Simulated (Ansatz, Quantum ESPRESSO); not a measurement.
# Sr2C (Fm-3m): zone-centre phonons, part 2 of 3

Which modes does Sr2C (Fm-3m) have at the zone centre?

Quantum ESPRESSO 7.5; DFT PBE, scalar-relativistic, plane waves, GBRV ultrasoft pseudopotentials.

So far. Step 2 (A first look): No gap opens on this mesh, so smearing is kept; the start stands at -5.2 GPa. Step 4 (Ground state): The cell stands at -0.013 GPa, close enough for phonons. The relaxed cell has a = 6.745 Å (conventional setting).

The structure was built from a prototype and need not be the compound's stable phase.

## (5) Linear response at Γ

At q = 0 one unit cell holds all displacements; symmetry groups them into irreducible representations that are solved one by one. With smeared occupations no response to a homogeneous field can be asked.

Contents of ph.in:

```
phonons
 &inputph
    prefix='x',
    outdir='./tmp',
    fildyn='g.dyn',
    tr2_ph=1.0d-18,
    alpha_mix(1)=0.4,
    nmix_ph=8,
 /
0.000000000000 0.000000000000 0.000000000000
```

Command:

```console
> OMP_NUM_THREADS=1 mpirun -n 2 ph.x -nk 2 -in ph.in > ph.out
```

The log of the run:

```text
[banners, grids, parts of the stress and lines that vanish by symmetry left out]
[banner, memory and clock lines left out]
Program PHONON v.7.5

     ./tmp/x.save/

     IMPORTANT: XC functional enforced from input :
     Exchange-correlation= PBE
                           (   1   4   3   4   0   0   0)
     Any further DFT definition will be discarded
     Please, verify this is what you really want

     G-vector sticks info

     Check: negative core charge=   -0.000001

     negative rho (up, down):  1.316E-01 0.000E+00
     Reading collected, re-writing distributed wavefunctions in ./tmp/

     Number and degeneracy of irreps per q-point
       N         xq(1)         xq(2)         xq(3)   N irreps
       1   0.000000000   0.000000000   0.000000000       3
        3   3   3

     Calculation of q =    0.0000000   0.0000000   0.0000000

     phonons

     bravais-lattice index     =            0
     lattice parameter (alat)  =       9.0123  a.u.
     unit-cell volume          =     517.6047 (a.u.)^3
     number of atoms/cell      =            3
     number of atomic types    =            2
     kinetic-energy cut-off    =      45.0000  Ry
     charge density cut-off    =     270.0000  Ry
     convergence threshold     =      1.0E-18
     beta                      =       0.4000
     number of iterations used =            8
     Exchange-correlation= PBE
                           (   1   4   3   4   0   0   0)

     celldm(1)=    9.01234  celldm(2)=    0.00000  celldm(3)=    0.00000
     celldm(4)=    0.00000  celldm(5)=    0.00000  celldm(6)=    0.00000

     crystal axes: (cart. coord. in units of alat)
               a(1) = ( -0.7071  0.0000  0.7071 )
               a(2) = (  0.0000  0.7071  0.7071 )
               a(3) = ( -0.7071  0.7071  0.0000 )

     reciprocal axes: (cart. coord. in units 2 pi/alat)
               b(1) = ( -0.7071 -0.7071  0.7071 )
               b(2) = (  0.7071  0.7071  0.7071 )
               b(3) = ( -0.7071  0.7071 -0.7071 )

     Atoms inside the unit cell:

     Cartesian axes

     site n.  atom      mass           positions (alat units)
        1  Sr     87.6200   tau(    1) = (   -1.06066    1.06066    1.06066  )
        2  Sr     87.6200   tau(    2) = (   -0.35355    0.35355    0.35355  )
        3  C      12.0110   tau(    3) = (    0.00000    0.00000    0.00000  )

     Computing dynamical matrix for
                    q = (   0.0000000   0.0000000   0.0000000 )

     49 Sym.Ops. (with q -> -q+G )

     G cutoff =  555.4942  (  38781 G-vectors)     FFT grid: ( 48, 48, 48)
     G cutoff =  370.3295  (  21187 G-vectors)  smooth grid: ( 40, 40, 40)

     number of k points=    47  Marzari-Vanderbilt smearing, width (Ry)=  0.0200
                       cart. coord. in units 2pi/alat
        k(    1) = (   0.0000000   0.0000000   0.0000000), wk =   0.0020000
        k(    2) = (  -0.0707107   0.0707107  -0.0707107), wk =   0.0160000
        k(    3) = (  -0.1414214   0.1414214  -0.1414214), wk =   0.0160000
        [... further k-points left out ...]

     PseudoPot. # 1 for Sr read from file:
     ./pseudo/Sr.upf
     Pseudo is Ultrasoft + core correction, Zval = 10.0
     Using radial grid of  883 points,  6 beta functions with:
                l(1) =   0
                l(2) =   0
                l(3) =   1
                l(4) =   1
                l(5) =   2
                l(6) =   2
     Q(r) pseudized with  6 coefficients,  rinner =    1.400   1.400   1.400
                                                       1.400   1.400

     PseudoPot. # 2 for C  read from file:
     ./pseudo/C.upf
     Pseudo is Ultrasoft + core correction, Zval =  4.0
     Using radial grid of  721 points,  4 beta functions with:
                l(1) =   0
                l(2) =   0
                l(3) =   1
                l(4) =   1
     Q(r) pseudized with  8 coefficients,  rinner =    1.100   1.100   1.100

     Mode symmetry, O_h (m-3m)  point group:

     Atomic displacements:
     There are    3 irreducible representations

     Representation     1      3 modes -  To be done

     Representation     2      3 modes -  To be done

     Representation     3      3 modes -  To be done

     Alpha used in Ewald sum =   2.6000

     negative rho (up, down):  1.316E-01 0.000E+00

     Representation #   1 modes #   1   2   3

     Self-consistent Calculation
      iter #   1   av.it.:   6.7
      thresh= 1.000E-02 alpha_mix =  0.400 |ddv_scf|^2 =  4.472E-07
      iter #   2   av.it.:  12.1
      thresh= 6.687E-05 alpha_mix =  0.400 |ddv_scf|^2 =  2.030E-08
      iter #   3   av.it.:  12.3
      thresh= 1.425E-05 alpha_mix =  0.400 |ddv_scf|^2 =  7.961E-10
      iter #   4   av.it.:  12.9
      thresh= 2.822E-06 alpha_mix =  0.400 |ddv_scf|^2 =  7.050E-12
      iter #   5   av.it.:  12.8
      thresh= 2.655E-07 alpha_mix =  0.400 |ddv_scf|^2 =  6.914E-13
      iter #   6   av.it.:  12.9
      thresh= 8.315E-08 alpha_mix =  0.400 |ddv_scf|^2 =  2.608E-14
      iter #   7   av.it.:  13.1
      thresh= 1.615E-08 alpha_mix =  0.400 |ddv_scf|^2 =  2.796E-16
      iter #   8   av.it.:  12.9
      thresh= 1.672E-09 alpha_mix =  0.400 |ddv_scf|^2 =  3.472E-17
      iter #   9   av.it.:  13.3
      thresh= 5.892E-10 alpha_mix =  0.400 |ddv_scf|^2 =  7.451E-19

     End of self-consistent calculation

     Convergence has been achieved

     Representation #   2 modes #   4   5   6

     Self-consistent Calculation
      iter #   1   av.it.:   4.7
      thresh= 1.000E-02 alpha_mix =  0.400 |ddv_scf|^2 =  9.501E-08
      iter #   2   av.it.:  11.8
      thresh= 3.082E-05 alpha_mix =  0.400 |ddv_scf|^2 =  3.848E-09
      iter #   3   av.it.:  12.4
      thresh= 6.203E-06 alpha_mix =  0.400 |ddv_scf|^2 =  3.079E-11
      iter #   4   av.it.:  13.3
      thresh= 5.549E-07 alpha_mix =  0.400 |ddv_scf|^2 =  9.496E-13
      iter #   5   av.it.:  12.8
      thresh= 9.745E-08 alpha_mix =  0.400 |ddv_scf|^2 =  5.682E-14
[...]
End of self-consistent calculation

     Convergence has been achieved

     Representation #   3 modes #   7   8   9

     Self-consistent Calculation
[...]
iter #   4   av.it.:  13.1
      thresh= 2.545E-06 alpha_mix =  0.400 |ddv_scf|^2 =  3.088E-11
      iter #   5   av.it.:  13.3
      thresh= 5.557E-07 alpha_mix =  0.400 |ddv_scf|^2 =  5.732E-13
      iter #   6   av.it.:  13.0
      thresh= 7.571E-08 alpha_mix =  0.400 |ddv_scf|^2 =  6.531E-14
      iter #   7   av.it.:  13.3
      thresh= 2.556E-08 alpha_mix =  0.400 |ddv_scf|^2 =  5.813E-16
      iter #   8   av.it.:  13.2
      thresh= 2.411E-09 alpha_mix =  0.400 |ddv_scf|^2 =  5.836E-18
      iter #   9   av.it.:  12.9
      thresh= 2.416E-10 alpha_mix =  0.400 |ddv_scf|^2 =  1.072E-18
      iter #  10   av.it.:  13.4
      thresh= 1.036E-10 alpha_mix =  0.400 |ddv_scf|^2 =  4.986E-20

     End of self-consistent calculation

     Convergence has been achieved

     Number of q in the star =    1
     List of q in the star:
          1   0.000000000   0.000000000   0.000000000

     Diagonalizing the dynamical matrix

     q = (    0.000000000   0.000000000   0.000000000 )

 **************************************************************************
     freq (    1) =       0.038401 [THz] =       1.280932 [cm-1]
     freq (    2) =       0.038401 [THz] =       1.280932 [cm-1]
     freq (    3) =       0.038401 [THz] =       1.280932 [cm-1]
     freq (    4) =       3.849974 [THz] =     128.421304 [cm-1]
     freq (    5) =       3.849974 [THz] =     128.421304 [cm-1]
     freq (    6) =       3.849974 [THz] =     128.421304 [cm-1]
     freq (    7) =       5.385257 [THz] =     179.632847 [cm-1]
     freq (    8) =       5.385257 [THz] =     179.632847 [cm-1]
     freq (    9) =       5.385257 [THz] =     179.632847 [cm-1]
 **************************************************************************

     Mode symmetry, O_h (m-3m)  point group:

     freq (   1-   3) =          1.3  [cm-1]   --> T_1u G_15  G_4- I
     freq (   4-   6) =        128.4  [cm-1]   --> T_2g G_25' G_5+ R
     freq (   7-   9) =        179.6  [cm-1]   --> T_1u G_15  G_4- I
```

It took 4.2 min on 2 MPI ranks of Intel Xeon 6975P-C (Granite Rapids), shared host.

Numbers from this step:

| Quantity | Value |
| --- | --- |
| largest acoustic frequency at the zone centre before the sum rule | 1.28 cm⁻¹ |
| highest optical zone-centre mode (no LO-TO term) | 179.6 cm⁻¹ |
| lowest optical zone-centre mode | 128.4 cm⁻¹ |

The acoustic modes at Γ come out as far as 1.3 cm⁻¹ from zero, where they should vanish, a small numerical error.

## (6) Zone-centre analysis

A rigid shift of the crystal must cost nothing, but grids and finite bases break this; the acoustic sum rule is imposed before the matrix is diagonalised again.

Contents of dynmat.in:

```
 &input
    fildyn='g.dyn',
    asr='simple',
    fileig='dynmat.eig',
 /
```

Command:

```console
> dynmat.x -in dynmat.in > dynmat.out
```

The log of the run:

```text
[banner, memory and clock lines left out]
Program DYNMAT v.7.5

     Reading Dynamical Matrix from file g.dyn
     ...Force constants read
     ...epsilon and Z* not read (not found on file)
     A direction for q was not specified:TO-LO splitting will be absent

     Polarizability (A^3 units)
     multiply by 1.000000 for Clausius-Mossotti correction
         0.000000    0.000000    0.000000
         0.000000    0.000000    0.000000
         0.000000    0.000000    0.000000

     IR activities are in (D/A)^2/amu units

# mode   [cm-1]    [THz]      IR
    1      0.00    0.0000    0.0000
    2      0.00    0.0000    0.0000
    3      0.00    0.0000    0.0000
    4    128.42    3.8500    0.0000
    5    128.42    3.8500    0.0000
    6    128.42    3.8500    0.0000
    7    179.57    5.3833    0.0000
    8    179.57    5.3833    0.0000
    9    179.57    5.3833    0.0000

[cm-1]
[end of the log left out, with the tail of the file of modes that dynmat.x writes under the same name]
```

Elapsed: 0.69 s, on 1 thread.

Unit eigenvectors of the mass-weighted matrix after the sum rule; no LO-TO term. The modes at Γ (shares of kinetic energy by element, %):

| mode | frequency (cm⁻¹) | symmetry | Sr % | C % |
| --- | --- | --- | --- | --- |
| 1 | 0.0 | acoustic | 94 | 6 |
| 2 | 0.0 | acoustic | 94 | 6 |
| 3 | 0.0 | acoustic | 94 | 6 |
| 4 | 128.4 | T2g | 100 | 0 |
| 5 | 128.4 | T2g | 100 | 0 |
| 6 | 128.4 | T2g | 100 | 0 |
| 7 | 179.6 | T1u | 6 | 94 |
| 8 | 179.6 | T1u | 6 | 94 |
| 9 | 179.6 | T1u | 6 | 94 |

Displacements in mode 4 (128.4 cm⁻¹), the largest set to 1:
```
Sr1  0.60  0.73  1.00
Sr2 -0.60 -0.73 -1.00
C3   0.00  0.00  0.00
```

Displacements in mode 8 (179.6 cm⁻¹), the largest set to 1:
```
Sr1  0.00  0.00 -0.07
Sr2  0.00  0.00 -0.07
C3   0.00  0.00  1.00
```

The rule moves no optical mode by more than 0.1 cm⁻¹.

## (7) Sum rules set otherwise (asr crystal)

The rule can be imposed in more than one way; the choices should agree where the raw error is small.

Contents of dynmat.in:

```
 &input
    fildyn='g.dyn',
    asr='crystal',
    fileig='dynmat.eig',
 /
```

Command:

```console
> dynmat.x -in dynmat.in > dynmat.out
```

The log of the run:

```text
[banner, memory and clock lines left out]
Program DYNMAT v.7.5

     Reading Dynamical Matrix from file g.dyn
     ...Force constants read
     ...epsilon and Z* not read (not found on file)
     Acoustic Sum Rule: || Z*(ASR) - Z*(orig)|| =    0.000000E+00
     Acoustic Sum Rule: ||dyn(ASR) - dyn(orig)||=    2.952378E-05
     A direction for q was not specified:TO-LO splitting will be absent

     Polarizability (A^3 units)
     multiply by 1.000000 for Clausius-Mossotti correction
         0.000000    0.000000    0.000000
         0.000000    0.000000    0.000000
         0.000000    0.000000    0.000000

     IR activities are in (D/A)^2/amu units

# mode   [cm-1]    [THz]      IR
    1     -0.00   -0.0000    0.0000
    2      0.00    0.0000    0.0000
    3      0.00    0.0000    0.0000
    4    128.42    3.8500    0.0000
    5    128.42    3.8500    0.0000
    6    128.42    3.8500    0.0000
    7    179.60    5.3843    0.0000
    8    179.60    5.3843    0.0000
    9    179.60    5.3843    0.0000

[end of the log left out, with the tail of the file of modes that dynmat.x writes under the same name]
```

Wall time 0.68 s (1 thread).

Zone-centre frequencies as printed; negative means imaginary. Modes:

| mode | frequency (cm⁻¹) |
| --- | --- |
| 1 | 0 |
| 2 | 0 |
| 3 | 0 |
| 4 | 128.4 |
| 5 | 128.4 |
| 6 | 128.4 |
| 7 | 179.6 |
| 8 | 179.6 |
| 9 | 179.6 |

Against the first rule no mode moves by more than 0.1 cm⁻¹.

## (8) Sum rules set otherwise: a sum rule for molecules or wires on a crystal

This rule also removes rotations, which suits wires and not a crystal; it is tried to see the harm.

Contents of dynmat.in:

```
 &input
    fildyn='g.dyn',
    asr='one-dim',
    fileig='dynmat.eig',
 /
```

Command:

```console
> dynmat.x -in dynmat.in > dynmat.out
```

The log of the run:

```text
[banner, memory and clock lines left out]
Program DYNMAT v.7.5

     Reading Dynamical Matrix from file g.dyn
     ...Force constants read
     ...epsilon and Z* not read (not found on file)
asr rotation axis in 1D system=    3
     Acoustic Sum Rule: || Z*(ASR) - Z*(orig)|| =    0.000000E+00
     Acoustic Sum Rule: ||dyn(ASR) - dyn(orig)||=    8.505325E-02
     A direction for q was not specified:TO-LO splitting will be absent

     Polarizability (A^3 units)
     multiply by 1.000000 for Clausius-Mossotti correction
         0.000000    0.000000    0.000000
         0.000000    0.000000    0.000000
         0.000000    0.000000    0.000000

     IR activities are in (D/A)^2/amu units

# mode   [cm-1]    [THz]      IR
    1     -0.00   -0.0000    0.0000
    2     -0.00   -0.0000    0.0000
    3      0.00    0.0000    0.0000
    4      0.00    0.0000    0.0000
    5    128.42    3.8500    0.0000
    6    128.42    3.8500    0.0000
    7    179.60    5.3843    0.0000
    8    179.60    5.3843    0.0000
    9    183.90    5.5131    0.0000

[end of the log left out, with the tail of the file of modes that dynmat.x writes under the same name]
```

Elapsed: 0.66 s, on 1 thread.

The program raised no error, yet the settings are not those of a careful run.

The fault: a sum rule for molecules or wires on a crystal; 1 optical mode is projected out to zero frequency, as if it were a rotation.

For a crystal the rule has to be 'simple' or 'crystal'.

Zone-centre frequencies as printed; negative means imaginary. Modes:

| mode | frequency (cm⁻¹) |
| --- | --- |
| 1 | 0 |
| 2 | 0 |
| 3 | 0 |
| 4 | 0 |
| 5 | 128.4 |
| 6 | 128.4 |
| 7 | 179.6 |
| 8 | 179.6 |
| 9 | 183.9 |

(Part 2 of 3 ends here.)

[Host names and launcher messages were left out of these logs when they were recorded.]

[Logs are printed without paths, hosts, clocks, repeated set-up lines and the standing remarks that a program may print on its own settings, such as how far it seeks lower states.]

[Hosts, paths, dates, database ids (printed as entryN), source tags and the programs' standing remarks are cut or masked in the printed files.]
